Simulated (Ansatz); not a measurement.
# Quasiparticle gap of BaWO4 (I4_1/a), part 2 of 3

Aim: the quasiparticle gap of BaWO4 (I4_1/a), starting from r2SCAN.

Ansatz 0.2.0; r2SCAN, then G0W0 on it, plane waves, PAW. Known limits of the many-body steps: finite bands, screening cutoff and k mesh; no spin-orbit coupling in G0W0.

So far. Step 2 (Bands along the symmetry lines): Over mesh and path the gap is 5.158 eV, from k = Γ to k = (0.500, 0.500, -0.500). The least direct gap found is 5.181 eV, at k = Γ.

## Step 3: G0W0 on the 4×4×4 mesh

G0W0 replaces the xc potential by a self-energy built once from the orbitals of the start. Levels are corrected in the window of bands that the input names, at points of the mesh.

This step: G0W0 on r2SCAN, plane waves, PAW.

Input file input.yaml:

```yaml
crystal:
  lattice:
    - [-2.833365905, 2.833365905, 6.36926687]
    - [2.833365905, -2.833365905, 6.36926687]
    - [2.833365905, 2.833365905, -6.36926687]
  atoms:
    - { symbol: Ba, position: [0.25, 0.75, 0.5] }
    - { symbol: Ba, position: [0.5, 0.5, 0.0] }
    - { symbol: W, position: [0.75, 0.25, 0.5] }
    - { symbol: W, position: [0.0, 0.0, 0.0] }
    - { symbol: O, position: [0.15214477, 0.04689186, 0.35623995] }
    - { symbol: O, position: [0.69065191, 0.79590482, 0.64376005] }
    - { symbol: O, position: [0.05934809, 0.45409518, 0.85623995] }
    - { symbol: O, position: [0.54590482, 0.40214477, 0.60525291] }
    - { symbol: O, position: [0.20409518, 0.84785523, 0.89474709] }
    - { symbol: O, position: [0.95310814, 0.30934809, 0.10525291] }
    - { symbol: O, position: [0.79689186, 0.94065191, 0.39474709] }
    - { symbol: O, position: [0.59785523, 0.20310814, 0.14376005] }
kpoints:
  mp_grid: { grid: [4, 4, 4] }
hamiltonian:
  xc: r2scan
scf:
  occupations: { method: fixed }
gw:
  n_empty_bands: 1029
  ecut_chi: 170.0
  qp_bands: [v4, c4]
  qp_kpoints: band_edges
  screening: { model: contour_deformation }
```

Started as:

```bash
$ ansatz run input.yaml --threads 3 --pin off --max-ram 92160MiB --backend cuda --events-out ev --progress --plain --runs-dir out --devices 1 --max-vram 13GiB
```

Numbers of over 12 decimals in the logs are rounded to 6 here.

Output:

```text
GPUs: using 1 of 1 available (devices: 1).
[...]
GPU FFT provider: cuFFT
GPU libraries: cuBLAS 13.8.2, cuFFT 12.4.0, cuSOLVER 12.3.4
Crystal: 12 atoms, lattice volume = 204.529 Å³
Basis set: ecut = 500 eV, 5199 PW (Γ), exchange–correlation on 240×240×240 points (64 copies of the dense FFT grid, shifted against one another)
Bands: 60, of which v1, the nominal top of the filled ones, is band 48 counted from 1 (47 counted from 0)
Symmetry: 8 space group operations
[...]
k-points: 14 of 64
[...]
GPU buffer pool allocated for 216000 grid points (all kernels)
[...]
SCF iter   1: F=—  HF=-37285.697941 eV  |F-HF|=—  |Δ(HF+E_count)|=         —  Δρ=8.25e-3  dr2=1.84e-1  dr2_τ=7.35e-1  ethr=1.77e-3  ⟨swp⟩=4.9  Hψ=3027  notcnv=0  defer=124
[...]
SCF iter   7: F=-37285.866444 eV  HF=-37285.866444 eV  |F-HF|=2.91e-8  |Δ(HF+E_count)|=   4.14e-7  Δρ=4.79e-6  dr2=7.25e-8  dr2_τ=4.81e-9  ethr=1.04e-10  ⟨swp⟩=12.7  Hψ=3741  notcnv=0
SCF 1 converged in 7 iterations: F = -37285.866444 eV  dr2 = 7.25e-8
[...]
NSCF: frozen V_eff on 14 k-points
the band table was solved once the SCF had ended and its energy, with any forces and stress, was formed, with the checks that follow a solve (3214 applications of the Hamiltonian). They found nothing against the state; the energy, forces and stress were not computed again (output.eigenvalues in the input reference)
[...]
G₀W₀ screening: q 1/14
[... further progress lines ...]
[...]
SCF converged after 7 iterations
Free energy (F): -37285.866444 eV
[...]
Internal energy: -37285.866444 eV  (E = F + TS)
E sigma→0 (E₀):  -37285.866444 eV
Fermi energy:    5.400793 eV
[...]
--- Band table (eV; the first three rows and the last of 14) ---
  k-point 0: bands = [... 44 lower, 4.9325, 5.1585, 5.4008, 5.4008, 10.5816, 10.7838, 10.9734, 11.1209, ... 8 higher]
  k-point 1: bands = [... 44 lower, 5.0458, 5.0494, 5.1013, 5.3092, 10.7159, 10.8755, 10.9096, 11.2001, ... 8 higher]
  k-point 2: bands = [... 44 lower, 5.0658, 5.0658, 5.1513, 5.1513, 10.6899, 10.6899, 11.1166, 11.1166, ... 8 higher]
  k-point 13: bands = [... 44 lower, 5.1399, 5.1399, 5.2997, 5.2997, 10.5588, 10.5588, 10.8363, 10.8363, ... 8 higher]
--- G₀W₀: contour deformation, 6 samples at zero and on the imaginary axis and 0 off it, 64 q-points, 1029 empty bands' worth ---
  eigenvalues of the whole cell's RPA ε∞ on this k-mesh (on a slab, of 1 + 4πα/V) = 3.0429, 3.0444, 3.0444; static W/v taken at q = 0 is 0.328519
  bands read: the sum over 1077 bands ends inside a degenerate multiplet in 3 slots, whose members it reads at an even weight; the widest, k=2: bands 1077 to 1078 (counted from 1) at 1/2 each
  gw.qp_kpoints: band_edges: 14 of 14 stored k-points solved, in 1 pass; an edge of the gap read off the rows below is read off those points alone
    ik  band        ε_KS         Σx   Σc(E_QP)       V_xc       Z   E_QP_lin       E_QP  E_QP is
     0    45      4.9325   -25.1298     3.9239   -20.4370  0.7635     4.1562     4.1636  root
     0    46      5.1585   -25.3120     3.9987   -20.5867  0.7613     4.4254     4.4319  root
     0    47      5.4008   -25.6430     3.9711   -20.9717  0.7620     4.6947     4.7006  root
     0    48      5.4008   -25.6430     3.9711   -20.9717  0.7620     4.6947     4.7006  root
     0    49     10.5816   -14.9012    -4.1868   -20.3659  0.8099    11.8740    11.8595  root
     0    50     10.7838   -15.0018    -4.1580   -20.4572  0.8102    12.0962    12.0812  root
     0    51     10.9734   -15.7189    -4.0890   -21.2128  0.8004    12.3970    12.3783  root
     0    52     11.1209   -16.2398    -4.1121   -21.7803  0.8001    12.5687    12.5493  root
     1    45      5.0458   -25.4261     3.9808   -20.6937  0.7632     4.2872     4.2942  root
     1    46      5.0494   -25.1713     4.0050   -20.4115  0.7624     4.2874     4.2945  root
     1    47      5.1013   -25.2392     3.9916   -20.5073  0.7615     4.3542     4.3610  root
     1    48      5.3092   -25.4789     3.9843   -20.7838  0.7613     4.5922     4.5983  root
     1    49     10.7159   -15.2666    -4.0991   -20.6989  0.8064    12.0650    12.0490  root
     1    50     10.8755   -15.9401    -4.0751   -21.4306  0.8010    12.3094    12.2908  root
     1    51     10.9096   -15.5326    -4.1036   -20.9920  0.8056    12.2819    12.2653  root
     1    52     11.2001   -16.5732    -4.0736   -22.1105  0.7968    12.6844    12.6637  root
     2    45      5.0658   -25.1860     3.9736   -20.4676  0.7619     4.3142     4.3211  root
     2    46      5.0658   -25.1860     3.9736   -20.4676  0.7619     4.3142     4.3211  root
     2    47      5.1513   -25.3461     3.9850   -20.6264  0.7615     4.4099     4.4166  root
     2    48      5.1513   -25.3461     3.9850   -20.6264  0.7615     4.4099     4.4166  root
     2    49     10.6899   -15.3492    -4.0394   -20.7378  0.8060    12.0551    12.0391  root
     2    50     10.6899   -15.3492    -4.0394   -20.7378  0.8060    12.0551    12.0391  root
     2    51     11.1166   -16.3722    -4.0823   -21.9004  0.7986    12.5822    12.5624  root
     2    52     11.1166   -16.3722    -4.0823   -21.9004  0.7986    12.5822    12.5624  root
     3    45      4.9257   -25.1172     3.9599   -20.3900  0.7624     4.1511     4.1585  root
     3    46      5.1159   -25.2536     4.0002   -20.5141  0.7617     4.3698     4.3766  root
     3    47      5.2704   -25.4577     3.9944   -20.7466  0.7614     4.5475     4.5538  root
     3    48      5.3424   -25.5739     3.9625   -20.9028  0.7623     4.6278     4.6338  root
     3    49     10.7013   -15.2059    -4.1283   -20.6515  0.8073    12.0341    12.0185  root
     3    50     10.8384   -15.2694    -4.1194   -20.7198  0.8073    12.1853    12.1694  root
     3    51     10.9417   -16.0751    -4.1098   -21.6126  0.7996    12.3887    12.3694  root
     3    52     11.1214   -16.2158    -4.0719   -21.7146  0.7999    12.5675    12.5483  root
     4    45      5.0300   -25.2187     3.9648   -20.5001  0.7626     4.2691     4.2762  root
     4    46      5.0857   -25.2420     3.9712   -20.5265  0.7621     4.3347     4.3416  root
     4    47      5.2381   -25.4214     3.9944   -20.7074  0.7612     4.5122     4.5186  root
     4    48      5.2762   -25.5708     3.9495   -20.9006  0.7631     4.5493     4.5556  root
     4    49     10.6843   -15.3344    -4.0604   -20.7405  0.8061    12.0461    12.0300  root
     4    50     10.8579   -15.7155    -4.0549   -21.1578  0.8028    12.2628    12.2452  root
     4    51     10.9984   -16.0127    -4.0889   -21.5115  0.8015    12.4267    12.4083  root
     4    52     11.1195   -16.2835    -4.0655   -21.7836  0.7991    12.5735    12.5540  root
[...]
12    49     10.6754   -15.2743    -4.0935   -20.7072  0.8065    12.0307    12.0147  root
    12    50     10.8807   -15.1677    -4.0659   -20.5603  0.8082    12.2230    12.2074  root
    12    51     10.8822   -15.5329    -4.0494   -20.9509  0.8042    12.2679    12.2509  root
    12    52     10.9784   -16.1680    -4.1223   -21.7034  0.8002    12.4103    12.3914  root
    13    45      5.1399   -25.3449     3.9735   -20.6454  0.7612     4.4075     4.4139  root
    13    46      5.1399   -25.3449     3.9735   -20.6454  0.7612     4.4075     4.4139  root
    13    47      5.2997   -25.5693     3.9844   -20.8666  0.7624     4.5750     4.5813  root
    13    48      5.2997   -25.5693     3.9844   -20.8666  0.7624     4.5750     4.5813  root
    13    49     10.5588   -14.1498    -4.0675   -19.4473  0.8147    11.8015    11.7887  root
    13    50     10.5588   -14.1498    -4.0675   -19.4473  0.8147    11.8015    11.7887  root
    13    51     10.8363   -15.3988    -4.1545   -20.8881  0.8066    12.1873    12.1710  root
    13    52     10.8363   -15.3988    -4.1545   -20.8881  0.8066    12.1873    12.1710  root
```

Elapsed: 4.6 min, on 1 × NVIDIA H100 80GB HBM3 (shared by 6 runs) with 3 threads of AMD EPYC 7R13 (Zen 3), shared host; peak memory 4.8 GiB.

Numbers from this step:

```yaml
bands_summed: 1077
rpa_eps_infinity_on_this_mesh_eigenvalues: 3.043, 3.044, 3.044
plane_waves_in_the_screening_matrix: 1009
q_points_in_the_mesh: 64
g0w0_gap_over_the_corrected_points: 7.088 eV
k_of_the_valence_top: 0, 0, 0
k_of_the_conduction_bottom: -0.5, -0.5, -0.5
starting_gap_on_the_mesh: 5.158 eV
z_at_the_valence_top: 0.7620
z_at_the_conduction_bottom: 0.8147
least_direct_g0w0_gap_over_the_corrected_points: 7.159 eV
```

Over all 14 irreducible mesh points the G0W0 gap is 7.088 eV, from k = Γ to k = (-0.500, -0.500, -0.500). The r2SCAN gap of this run on the mesh is 5.158 eV. The two states that bound the G0W0 gap lie that far apart at the start, so the correction of the gap is 7.088 − 5.158 = +1.930 eV. The start of this run differs from the step before in mesh (6×6×6 and 4×4×4).

Labels follow the order of the start: v1 is the top filled band, c1 the lowest empty one; levels that stay degenerate share a row, the window can cut a multiplet, doubted levels are not marked in this list, bands outside the window were not corrected, and the list may be a part of the corrected levels. The levels before and after the correction (eV, zero at the valence-band top of each column):

```tsv
	conduction bottom	valence top
Kohn-Sham	5.16	0.00
G0W0	7.09	0.00
```

```tsv
	level	occupation	energy (eV)
Kohn-Sham	Γ v3	2	-0.242
Kohn-Sham	Γ v2-v1	2	0.000
Kohn-Sham	Γ c1	0	5.181
Kohn-Sham	Γ c2	0	5.383
Kohn-Sham	Γ c3	0	5.573
Kohn-Sham	(-0.5 -0.5 -0.5) v3	2	-0.261
Kohn-Sham	(-0.5 -0.5 -0.5) v2-v1	2	-0.101
Kohn-Sham	(-0.5 -0.5 -0.5) c1-c2	0	5.158
Kohn-Sham	(-0.5 -0.5 -0.5) c3	0	5.435
G0W0	Γ v3	2	-0.269
G0W0	Γ v2-v1	2	0.000
G0W0	Γ c1	0	7.159
G0W0	Γ c2	0	7.381
G0W0	Γ c3	0	7.678
G0W0	(-0.5 -0.5 -0.5) v3	2	-0.287
G0W0	(-0.5 -0.5 -0.5) v2-v1	2	-0.119
G0W0	(-0.5 -0.5 -0.5) c1-c2	0	7.088
G0W0	(-0.5 -0.5 -0.5) c3	0	7.470
```

The parts of the quasiparticle energy for the two states that bound the G0W0 gap, in eV on the run's own scale (QP = start + Σx + Σc − Vxc, with Σc at the quasiparticle energy):

```tsv
edge	k	band	start	Σx	Σc	Vxc	Z	QP
valence top	Γ	47	5.401	−25.643	3.971	−20.972	0.762	4.701
conduction bottom	(-0.500, -0.500, -0.500)	49	10.559	−14.150	−4.067	−19.447	0.815	11.789
```

(Part 2 of 3 ends here.)

[Paths, hosts, dates, memory and timing lines, banners, echoed tables and standing remarks are left out of the program output.]

[Logs are printed without paths, hosts, clocks, repeated set-up lines and the standing remarks that a program may print on its own settings, such as how far it seeks lower states.]

[Runs of the session that timed out or met a known fault of the program may be left out.]

[Cells called generated may have been cut or substituted from an entry of the Crystallography Open Database or the Materials Project.]

[Hosts, paths, dates, database ids (printed as entryN), source tags and the programs' standing remarks are cut or masked in the printed files.]

[Where an RPA ε∞ is given, it is that of the G0W0 mesh and is not shown converged in it. Names of k-points follow the symmetry that the program found, which can be lower than the space group named. Band edges on a path are those of the sampled points; other points can move an edge, and change direct to indirect where valleys lie close.]

[Hybrid gaps are those of their k-mesh and are not shown converged in it.]
